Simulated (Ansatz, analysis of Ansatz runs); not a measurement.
# Migration in Li5NbO5 (C2/m): V_O hop (2.8 Å), charge +2, part 2 of 3

Wanted: path and barrier of a jump of O in Li5NbO5 (C2/m) at charge +2. The case: V_O hop (2.8 Å), in a cell of 88 host atoms with 1 O taken out.

Ansatz 0.2.0; plane-wave PAW DFT, PBEsol; nudged elastic band between two relaxed defect structures at fixed charge in a uniform background.

So far: The starting structure; Relaxation of the start point, charge +2.

## 3. Relaxation of the end point, charge +2

Level of this step: plane-wave PAW DFT, PBEsol; relaxation of all atoms of a defect supercell at fixed charge in a uniform background (Ansatz).

The end point is relaxed in the same cell and settings, so that the two energies compare. Atoms more than 3.2 Å from the middle of the hop start where the first relaxation left them, the nearer ones on or close to their ideal places, with small random displacements.

qp2.end/input.yaml

```yaml
crystal:
  lattice:
    - [9.64854378, -4.00795932, 0.00669279]
    - [9.64854378, 4.00795932, 0.00669279]
    - [-3.7205883, 0.0, 10.93780668]
  atoms:
    - { symbol: Li, position: [0.35558637, 0.35558637, 0.17163026] }
    - { symbol: Li, position: [0.3452938, 0.3452938, 0.43105463] }
[... 5 atom lines left out ...]
    - { symbol: O, position: [0.75, 0.25, 0.5] }
[... 9 atom lines left out ...]
    - { symbol: O, position: [0.42680537, 0.42680537, 0.58691874] }
[... 27 atom lines left out ...]
    - { symbol: Li, position: [0.8452938, 0.3452938, 0.43105463] }
[... 2 atom lines left out ...]
    - { symbol: Li, position: [0.64441363, 0.14441363, 0.32836974] }
[... 5 atom lines left out ...]
    - { symbol: O, position: [0.57319463, 0.07319463, 0.41308126] }
[... 3 atom lines left out ...]
    - { symbol: Li, position: [0.6547062, 0.1547062, 0.56894537] }
[... 8 atom lines left out ...]
    - { symbol: Li, position: [0.5, 0.5, 0.25] }
[... 7 atom lines left out ...]
    - { symbol: O, position: [0.57319463, 0.57319463, 0.41308126] }
[... 5 atom lines left out ...]
    - { symbol: Nb, position: [0.5, 0.5, 0.5] }
[... 3 atom lines left out ...]
    - { symbol: O, position: [0.57882653, 0.57882653, 0.65910781] }
    - { symbol: O, position: [0.57496533, 0.57110279, 0.91242937] }
total_charge: 2
basis:
  ecutwfc: 420
  xc_grid: 2
hamiltonian:
  xc: pbesol
kpoints:
  mp_grid: { grid: [1, 1, 1], shift: [0.25, 0.25, 0.25] }
scf:
  occupations: { method: fixed }
  max_iter: 150
output:
  forces: true
relax:
  f_tol: 0.02
  max_steps: 70
  random_displacement: { amplitude: 0.01, seed: 4838 }
```

Run with:

```
ansatz run input.yaml --threads 32 --pin off --max-ram 84787MiB --backend cuda --events-out ev --progress --plain --runs-dir out --max-vram 78GiB
```

Numbers of over 12 decimals in the logs are rounded to 6 here.

The log of the run:

```text
[...]
Crystal: 87 atoms, lattice volume = 846.151 Å³
Basis set: ecut = 420 eV, 16581 PW (Γ), exchange–correlation on 144×144×160 points (8 copies of the dense FFT grid, shifted against one another)
Bands: 315, of which v1, the nominal top of the filled ones, is band 228 counted from 1 (227 counted from 0)
Symmetry: 1 space group operations
k-points: 1
[...]
SCF iter   1: F=—  HF=-66066.280830 eV  |F-HF|=—  |Δ(HF+E_count)|=         —  Δρ=1.26e-2  dr2=4.50e0  ethr=1.77e-3  ⟨swp⟩=5.0  Hψ=911  notcnv=0  defer=82
[...]
SCF iter   3: F=—  HF=-66065.122432 eV  |F-HF|=—  |Δ(HF+E_count)|=   2.29e-1  Δρ=4.79e-3  dr2=3.18e-1  ethr=2.32e-4  ⟨swp⟩=3.0  Hψ=417  notcnv=0  defer=66
[...]
SCF 1 converged in 9 iterations: F = -66065.043388 eV  dr2 = 7.03e-6
[...]
- { symbol: O, position: [0.250491, 0.723753, 0.475103] }
    - { symbol: O, position: [0.077103, 0.578958, 0.658657] }
    - { symbol: O, position: [0.073761, 0.575793, 0.914463] }
    - { symbol: Li, position: [0.856707, 0.353952, 0.168282] }
    - { symbol: Li, position: [0.845321, 0.343108, 0.424874] }
    - { symbol: Li, position: [0.493657, 0.006481, 0.248876] }
[...]
- { symbol: Nb, position: [0.496123, 0.006241, 0.000993] }
[...]
- { symbol: Nb, position: [0.505721, -0.010095, 0.499330] }
[...]
- { symbol: Nb, position: [0.489889, 0.512084, 3.9300808322141785e-5] }
[...]
- { symbol: Li, position: [0.845880, 0.846486, 0.933136] }
    - { symbol: Li, position: [0.498745, 0.490249, 0.759695] }
    - { symbol: Li, position: [0.663706, 0.657872, 0.566637] }
    - { symbol: Li, position: [0.645746, 0.649080, 0.836845] }
    - { symbol: Nb, position: [0.504874, 0.514106, 0.521058] }
[...]
- { symbol: O, position: [0.923352, 0.922007, 0.840905] }
    - { symbol: O, position: [0.753518, 0.748306, 0.497488] }
    - { symbol: O, position: [0.581884, 0.585627, 0.665680] }
    - { symbol: O, position: [0.573535, 0.572888, 0.911645] }
[key lines of the parts left out:]
SCF converged after 7 iterations
```

Elapsed: 5.9 s, on 1 × NVIDIA GB200 with 32 threads of Arm Neoverse V2, shared host; peak memory 1.3 GiB.

Step by step:

```
step  energy less that of the first step (eV)  largest force component (eV/Å)
   1                                   0.0000                          5.5868
   3                                  -4.0969                          1.3930
   5                                  -4.4039                          0.4850
   7                                  -4.5029                          0.1541
   9                                  -4.5246                          0.0130
```

Relaxation steps 5, 7 were tried and not accepted.

The atoms that moved most (Å, from the sites as typed, ahead of the random displacement):

```
atom      dx      dy      dz  length
 O21   0.071  -0.416   0.046   0.424
Li27   0.009   0.405   0.077   0.412
  O8  -0.169   0.089  -0.280   0.338
 O42  -0.156  -0.108  -0.273   0.332
Li68   0.293  -0.041  -0.120   0.319
 Li2  -0.269  -0.026   0.168   0.319
Li34   0.011   0.308   0.041   0.311
 Li1  -0.092   0.007  -0.294   0.308
```

Neighbours of O8 at the end:

```
atom  distance (Å)
Nb17         2.031
Nb82         2.036
Li49         2.098
Li59         2.226
Li46         2.332
 O76         2.691
 O73         2.708
 O18         2.715
```

Read from the output:

```
free energy                                                                                       : -66069.5680 eV
r.m.s. move of the farther half of the atoms                                                      : 0.05740 Å
largest move from the ideal geometry of this structure, a common shift of the far atoms taken out : 0.3597 Å
```

The relaxation gained 4.525 eV and ended with a largest force component of 0.013 eV/Å. The end lies 1.061 eV below the start.

## 4. Nudged elastic band, charge +2

5 movable images are laid between the ends on a pair-potential path, which keeps atoms from colliding in the first guess. Each image feels the true force across the path and a spring force along it. The highest image is set to climb to the top of the path.

This step: plane-wave PAW DFT, PBEsol; nudged elastic band between two relaxed defect structures at fixed charge in a uniform background.

qp2.neb/input.yaml

```yaml
crystal:
  lattice:
    - [9.64854378, -4.00795932, 0.00669279]
    - [9.64854378, 4.00795932, 0.00669279]
    - [-3.7205883, 0.0, 10.93780668]
  atoms:
    - { symbol: Li, position: [0.34904855, 0.35079605, 0.16008174] }
    - { symbol: Li, position: [0.35938503, 0.32990864, 0.43629278] }
    - { symbol: Li, position: [-0.01749746, 0.02223344, 0.24735307] }
    - { symbol: Li, position: [0.14931674, 0.15576616, 0.06891185] }
    - { symbol: Li, position: [0.14866758, 0.14122963, 0.32176894] }
    - { symbol: Nb, position: [-0.01346401, 0.01092626, -9.724e-05] }
    - { symbol: O, position: [0.42866844, 0.42399009, 0.08594587] }
    - { symbol: O, position: [0.43008541, 0.41297727, 0.34583449] }
    - { symbol: O, position: [0.25187492, 0.26145486, 0.00711078] }
    - { symbol: O, position: [0.07676078, 0.0796416, 0.16060128] }
    - { symbol: O, position: [0.07209771, 0.07764551, 0.41719617] }
    - { symbol: Li, position: [0.36381965, 0.34566876, 0.67310572] }
    - { symbol: Li, position: [0.34130035, 0.34664676, 0.93121287] }
    - { symbol: Li, position: [-0.02207809, 0.01460058, 0.75410852] }
    - { symbol: Li, position: [0.15377697, 0.16083661, 0.57220796] }
    - { symbol: Li, position: [0.12967568, 0.15203567, 0.82656602] }
    - { symbol: Nb, position: [0.0140456, -0.01203748, 0.50102345] }
    - { symbol: O, position: [0.48121097, 0.38631875, 0.58534638] }
    - { symbol: O, position: [0.42698193, 0.41700564, 0.84009783] }
    - { symbol: O, position: [0.26235181, 0.25074122, 0.50652514] }
    - { symbol: O, position: [0.01642844, 0.12664307, 0.648837] }
    - { symbol: O, position: [0.06855027, 0.0750033, 0.91031017] }
    - { symbol: Li, position: [0.35022377, 0.85155064, 0.16569668] }
    - { symbol: Li, position: [0.33411202, 0.86292059, 0.42576239] }
    - { symbol: Li, position: [-0.00049763, 0.50260979, 0.24855961] }
    - { symbol: Li, position: [0.15044516, 0.65918147, 0.07157182] }
    - { symbol: Li, position: [0.16401755, 0.61430199, 0.32142621] }
    - { symbol: Nb, position: [-0.01299609, 0.51383609, 0.00029109] }
    - { symbol: O, position: [0.42280545, 0.92609667, 0.08340106] }
    - { symbol: O, position: [0.42238102, 0.91310415, 0.34113544] }
    - { symbol: O, position: [0.25241541, 0.7566203, 0.00207817] }
    - { symbol: O, position: [0.07391093, 0.58776473, 0.16315645] }
    - { symbol: O, position: [0.07590601, 0.58100352, 0.41680421] }
    - { symbol: Li, position: [0.38425565, 0.83750848, 0.67705939] }
    - { symbol: Li, position: [0.33725241, 0.84561885, 0.92993928] }
    - { symbol: Li, position: [0.00850106, 0.50507463, 0.75221365] }
    - { symbol: Li, position: [0.1368818, 0.66749282, 0.57510107] }
    - { symbol: Li, position: [0.14536109, 0.64790443, 0.83131481] }
    - { symbol: Nb, position: [0.01995215, 0.48746014, 0.50023965] }
    - { symbol: O, position: [0.42055311, 0.92419511, 0.58295425] }
    - { symbol: O, position: [0.41184847, 0.92570871, 0.8372734] }
    - { symbol: O, position: [0.25153035, 0.74917987, 0.49964782] }
    - { symbol: O, position: [0.08813217, 0.57955827, 0.66031586] }
    - { symbol: O, position: [0.07347957, 0.57636957, 0.91485393] }
    - { symbol: Li, position: [0.85421803, 0.35507042, 0.1663996] }
    - { symbol: Li, position: [0.87038175, 0.34166265, 0.42615149] }
    - { symbol: Li, position: [0.49756896, -0.00587235, 0.24488609] }
    - { symbol: Li, position: [0.64757107, 0.15349236, 0.06859541] }
    - { symbol: Li, position: [0.61930504, 0.14793317, 0.31685773] }
    - { symbol: Nb, position: [0.48231759, 0.01152402, -0.0030865] }
    - { symbol: O, position: [0.92681314, 0.42968093, 0.08704541] }
    - { symbol: O, position: [0.93157597, 0.42125873, 0.34135094] }
    - { symbol: O, position: [0.75538502, 0.25983665, 0.00396568] }
    - { symbol: O, position: [0.572574, 0.07726538, 0.15745138] }
    - { symbol: O, position: [0.57335152, 0.0644231, 0.41111324] }
    - { symbol: Li, position: [0.8531791, 0.3807301, 0.68165274] }
    - { symbol: Li, position: [0.841662, 0.3472152, 0.93452649] }
    - { symbol: Li, position: [0.49890703, 0.00175343, 0.74927068] }
    - { symbol: Li, position: [0.65915628, 0.13054324, 0.57491872] }
    - { symbol: Li, position: [0.64017042, 0.14154763, 0.82774867] }
    - { symbol: Nb, position: [0.51322554, -0.01910734, 0.49849156] }
    - { symbol: O, position: [0.93632017, 0.42723594, 0.58820874] }
    - { symbol: O, position: [0.92122249, 0.42664212, 0.84330488] }
    - { symbol: O, position: [0.58004209, 0.06985667, 0.65991086] }
    - { symbol: O, position: [0.56866514, 0.07322692, 0.91148139] }
    - { symbol: Li, position: [0.84156992, 0.86007929, 0.1618758] }
    - { symbol: Li, position: [0.84001422, 0.84909801, 0.42943178] }
    - { symbol: Li, position: [0.52010575, 0.47920338, 0.24450723] }
    - { symbol: Li, position: [0.64930755, 0.6559703, 0.07015937] }
    - { symbol: Li, position: [0.65231854, 0.63309138, 0.32366825] }
    - { symbol: Nb, position: [0.48924001, 0.50838927, -0.0004884] }
    - { symbol: O, position: [0.92109335, 0.93280389, 0.08813502] }
    - { symbol: O, position: [0.87065659, 0.99364954, 0.35502152] }
    - { symbol: O, position: [0.74979899, 0.75965002, 0.00288848] }
    - { symbol: O, position: [0.57923406, 0.57549765, 0.1615972] }
    - { symbol: O, position: [0.61438861, 0.52140433, 0.41514662] }
    - { symbol: Li, position: [0.8552853, 0.84924321, 0.67455265] }
    - { symbol: Li, position: [0.83997213, 0.84757157, 0.93139711] }
    - { symbol: Li, position: [0.52084604, 0.47934349, 0.75571197] }
    - { symbol: Li, position: [0.67098864, 0.64319458, 0.56569362] }
    - { symbol: Li, position: [0.64505565, 0.64660036, 0.83533149] }
    - { symbol: Nb, position: [0.4880947, 0.51286618, 0.49983158] }
    - { symbol: O, position: [0.92392266, 0.93060549, 0.58482011] }
    - { symbol: O, position: [0.91655542, 0.92472032, 0.84147771] }
    - { symbol: O, position: [0.75711097, 0.74617183, 0.50753796] }
    - { symbol: O, position: [0.5884069, 0.57156823, 0.65451179] }
    - { symbol: O, position: [0.57281356, 0.57338084, 0.91271336] }
total_charge: 2
basis:
  ecutwfc: 420
  xc_grid: 2
hamiltonian:
  xc: pbesol
kpoints:
  mp_grid: { grid: [1, 1, 1], shift: [0.25, 0.25, 0.25] }
scf:
  occupations: { method: fixed }
  max_iter: 150
output:
  forces: true
neb:
  images: 5
  f_tol: 0.04
  climbing: true
  initial_path: idpp
  max_iterations: 45
  order_check: false
  final_atoms:
    - { symbol: Li, position: [0.34171859, 0.34736961, 0.14393591] }
    - { symbol: Li, position: [0.33453411, 0.33186813, 0.44560961] }
[... 5 atom lines left out ...]
    - { symbol: O, position: [0.72220715, 0.24827408, 0.47362678] }
[... 9 atom lines left out ...]
    - { symbol: O, position: [0.42860703, 0.42471085, 0.58384057] }
[... 27 atom lines left out ...]
    - { symbol: Li, position: [0.84233351, 0.34388268, 0.42403715] }
[... 2 atom lines left out ...]
    - { symbol: Li, position: [0.66102093, 0.11661279, 0.32641921] }
[... 5 atom lines left out ...]
    - { symbol: O, position: [0.56018562, 0.08040846, 0.41155045] }
[... 3 atom lines left out ...]
    - { symbol: Li, position: [0.64909244, 0.15167389, 0.56610216] }
[... 8 atom lines left out ...]
    - { symbol: Li, position: [0.51508538, 0.50887584, 0.2382233] }
[... 4 atom lines left out ...]
    - { symbol: O, position: [0.91311814, 0.91614954, 0.33799795] }
[... 2 atom lines left out ...]
    - { symbol: O, position: [0.56793153, 0.56253204, 0.40786612] }
[... 5 atom lines left out ...]
    - { symbol: Nb, position: [0.50188604, 0.51488075, 0.52022129] }
[... 3 atom lines left out ...]
    - { symbol: O, position: [0.57889585, 0.58640154, 0.66484297] }
    - { symbol: O, position: [0.57054688, 0.57366277, 0.91080741] }
```

The log of the run:

```text
[...]
Warning: neb: disabling space-group detection — the band's intermediate images generally break the endpoint symmetry, so the full k-mesh is solved, and no spatial operation symmetrises the density, except that a semilocal band can use its path's symmetry [...]
[...]
parallel-image band execution: 3 concurrent image workers
NEB image 0
[...]
Crystal: 87 atoms, lattice volume = 846.151 Å³
Basis set: ecut = 420 eV, 16581 PW (Γ), exchange–correlation on 144×144×160 points (8 copies of the dense FFT grid, shifted against one another)
Bands: 315, of which v1, the nominal top of the filled ones, is band 228 counted from 1 (227 counted from 0)
Symmetry: 1 space group operations
k-points: 1
[...]
SCF iter   1: F=—  HF=-66068.824656 eV  |F-HF|=—  |Δ(HF+E_count)|=         —  Δρ=1.03e-2  dr2=1.55e0  ethr=1.77e-3  ⟨swp⟩=5.0  Hψ=1060  notcnv=0  defer=84
[...]
SCF iter   2: F=—  HF=-66068.548898 eV  |F-HF|=—  |Δ(HF+E_count)|=   2.76e-1  Δρ=5.24e-3  dr2=2.44e-1  ethr=3.39e-4  ⟨swp⟩=2.0  Hψ=411  notcnv=0  defer=85
[...]
SCF iter  11: F=-66068.507004 eV  HF=-66068.507004 eV  |F-HF|=6.07e-8  |Δ(HF+E_count)|=   1.37e-7  Δρ=2.30e-6  dr2=6.76e-8  ethr=2.19e-11  ⟨swp⟩=2.0  Hψ=932  notcnv=0
SCF 1 converged in 11 iterations: F = -66068.507004 eV  dr2 = 6.76e-8
[...]
NSCF: frozen V_eff on 1 k-points
NEB image 6
[...]
SCF 2 converged in 11 iterations: F = -66069.567967 eV  dr2 = 4.56e-8
[...]
NEB end point (image 0): max|allowed force component| = 3.680e-3 eV/Å (the criterion of neb.relax_end_points is 1.000e-2)
NEB end point (image 6): max|allowed force component| = 1.301e-2 eV/Å (the criterion of neb.relax_end_points is 1.000e-2)
NEB image 1
[...]
SCF 3 converged in 11 iterations: F = -66068.042549 eV  dr2 = 8.90e-8
NEB image 2
[...]
SCF 4 converged in 12 iterations: F = -66067.351200 eV  dr2 = 3.38e-8
NEB image 3
[...]
SCF 5 converged in 12 iterations: F = -66067.115348 eV  dr2 = 7.07e-8
NEB image 4
[...]
SCF 6 converged in 11 iterations: F = -66067.729363 eV  dr2 = 9.04e-8
NEB image 5
[...]
SCF 7 converged in 11 iterations: F = -66068.852014 eV  dr2 = 4.37e-8
[...]
SCF 10 converged in 11 iterations: F = -66068.046237 eV  dr2 = 1.42e-8
[...]
SCF 13 converged in 9 iterations: F = -66068.371385 eV  dr2 = 2.00e-8
[...]
SCF 16 converged in 10 iterations: F = -66068.714109 eV  dr2 = 3.20e-8
[...]
SCF 19 converged in 9 iterations: F = -66068.332556 eV  dr2 = 4.92e-8
[...]
SCF 22 converged in 9 iterations: F = -66069.331016 eV  dr2 = 1.61e-8
[...]
SCF 25 converged in 9 iterations: F = -66068.441629 eV  dr2 = 2.05e-8
[...]
SCF 28 converged in 8 iterations: F = -66068.429581 eV  dr2 = 8.43e-8
[...]
SCF 31 converged in 8 iterations: F = -66068.831109 eV  dr2 = 9.41e-8
[...]
SCF 34 converged in 9 iterations: F = -66068.416502 eV  dr2 = 2.47e-8
[...]
SCF 37 converged in 9 iterations: F = -66069.378404 eV  dr2 = 4.23e-8
[...]
SCF 40 converged in 9 iterations: F = -66068.484358 eV  dr2 = 2.96e-8
[...]
SCF 43 converged in 8 iterations: F = -66068.437487 eV  dr2 = 7.06e-8
[...]
SCF 46 converged in 9 iterations: F = -66068.781558 eV  dr2 = 1.60e-8
[...]
SCF 49 converged in 9 iterations: F = -66068.461609 eV  dr2 = 1.64e-8
[...]
SCF 52 converged in 7 iterations: F = -66069.359915 eV  dr2 = 2.80e-8
[...]
SCF 55 converged in 7 iterations: F = -66068.493917 eV  dr2 = 7.44e-8
[...]
SCF 58 converged in 7 iterations: F = -66068.431444 eV  dr2 = 1.29e-8
[...]
SCF 61 converged in 7 iterations: F = -66068.776871 eV  dr2 = 5.83e-8
[...]
SCF 64 converged in 7 iterations: F = -66068.482188 eV  dr2 = 3.96e-8
[...]
SCF 67 converged in 6 iterations: F = -66069.350852 eV  dr2 = 4.99e-8
[...]
SCF 70 converged in 8 iterations: F = -66068.484391 eV  dr2 = 7.27e-8
[...]
SCF 73 converged in 7 iterations: F = -66069.354313 eV  dr2 = 2.21e-8
[...]
SCF 76 converged in 6 iterations: F = -66068.495295 eV  dr2 = 3.41e-8
[...]
SCF converged after 6 iterations
[...]
- { symbol: O, position: [0.253116, 0.756091, 0.002527] }
    - { symbol: O, position: [0.080733, 0.580895, 0.162995] }
    - { symbol: O, position: [0.079408, 0.578268, 0.417574] }
    - { symbol: Li, position: [0.361920, 0.856936, 0.677087] }
    - { symbol: Li, position: [0.340055, 0.843716, 0.930635] }
    - { symbol: Li, position: [0.006997, 0.505589, 0.752639] }
    - { symbol: Li, position: [0.151539, 0.653452, 0.576167] }
    - { symbol: Li, position: [0.144312, 0.648392, 0.831534] }
    - { symbol: Nb, position: [0.015979, 0.490804, 0.500462] }
    - { symbol: O, position: [0.421848, 0.921390, 0.582151] }
    - { symbol: O, position: [0.419152, 0.918943, 0.837833] }
    - { symbol: O, position: [0.250866, 0.749319, 0.500112] }
    - { symbol: O, position: [0.084089, 0.582759, 0.660633] }
    - { symbol: O, position: [0.074512, 0.575254, 0.914845] }
    - { symbol: Li, position: [0.853553, 0.355489, 0.166243] }
    - { symbol: Li, position: [0.856369, 0.355660, 0.425146] }
    - { symbol: Li, position: [0.496515, -0.004364, 0.245612] }
    - { symbol: Li, position: [0.649214, 0.152488, 0.068520] }
    - { symbol: Li, position: [0.636222, 0.131460, 0.317264] }
    - { symbol: Nb, position: [0.486766, 0.007855, -0.002275] }
    - { symbol: O, position: [0.928571, 0.428086, 0.087421] }
    - { symbol: O, position: [0.926598, 0.426396, 0.341346] }
    - { symbol: O, position: [0.756137, 0.259280, 0.004754] }
    - { symbol: O, position: [0.575430, 0.075033, 0.157761] }
    - { symbol: O, position: [0.571004, 0.067807, 0.411959] }
    - { symbol: Li, position: [0.866793, 0.366234, 0.682112] }
    - { symbol: Li, position: [0.843226, 0.346135, 0.934767] }
    - { symbol: Li, position: [0.499545, 7.139548121140593e-5, 0.750015] }
    - { symbol: Li, position: [0.645090, 0.143463, 0.575981] }
    - { symbol: Li, position: [0.639325, 0.142074, 0.827891] }
    - { symbol: Nb, position: [0.509174, -0.015324, 0.498761] }
    - { symbol: O, position: [0.932482, 0.429582, 0.587574] }
    - { symbol: O, position: [0.924105, 0.423683, 0.843451] }
    - { symbol: O, position: [0.574314, 0.074256, 0.660467] }
    - { symbol: O, position: [0.571024, 0.071332, 0.911908] }
    - { symbol: Li, position: [0.845474, 0.856639, 0.162483] }
    - { symbol: Li, position: [0.838305, 0.849032, 0.433108] }
    - { symbol: Li, position: [0.520806, 0.481280, 0.245339] }
    - { symbol: Li, position: [0.650955, 0.654737, 0.069745] }
    - { symbol: Li, position: [0.648845, 0.638984, 0.322576] }
    - { symbol: Nb, position: [0.489814, 0.507887, -0.000332] }
    - { symbol: O, position: [0.922594, 0.930563, 0.086752] }
    - { symbol: O, position: [0.900807, 0.947973, 0.347553] }
    - { symbol: O, position: [0.753677, 0.757082, 0.004395] }
    - { symbol: O, position: [0.579394, 0.576382, 0.161149] }
    - { symbol: O, position: [0.594570, 0.548900, 0.415848] }
    - { symbol: Li, position: [0.851658, 0.854410, 0.673801] }
    - { symbol: Li, position: [0.841465, 0.846027, 0.931594] }
    - { symbol: Li, position: [0.518291, 0.479246, 0.755560] }
    - { symbol: Li, position: [0.667033, 0.646021, 0.569361] }
    - { symbol: Li, position: [0.646992, 0.641206, 0.831880] }
    - { symbol: Nb, position: [0.486587, 0.514118, 0.500190] }
    - { symbol: O, position: [0.907635, 0.951837, 0.585446] }
    - { symbol: O, position: [0.917121, 0.925522, 0.840547] }
    - { symbol: O, position: [0.756943, 0.752196, 0.506768] }
    - { symbol: O, position: [0.602789, 0.551163, 0.653061] }
    - { symbol: O, position: [0.573721, 0.571641, 0.912056] }
```

Run time: 26 s. Hardware: 1 × NVIDIA GB200 with 32 threads; peak memory 2 GiB.

In the SCF lines HF is the Harris–Foulkes energy and dr2 the Hartree energy of the density residual, in eV; the loop may stop once dr2 is under the threshold and the program's other checks hold. Hψ counts applications of the Hamiltonian.

(Part 2 of 3 ends here.)

[Logs are printed without paths, hosts, clocks, repeated set-up lines and the standing remarks that a program may print on its own settings, such as how far it seeks lower states.]

[Hosts, paths, dates, database ids (printed as entryN), source tags and the programs' standing remarks are cut or masked in the printed files.]
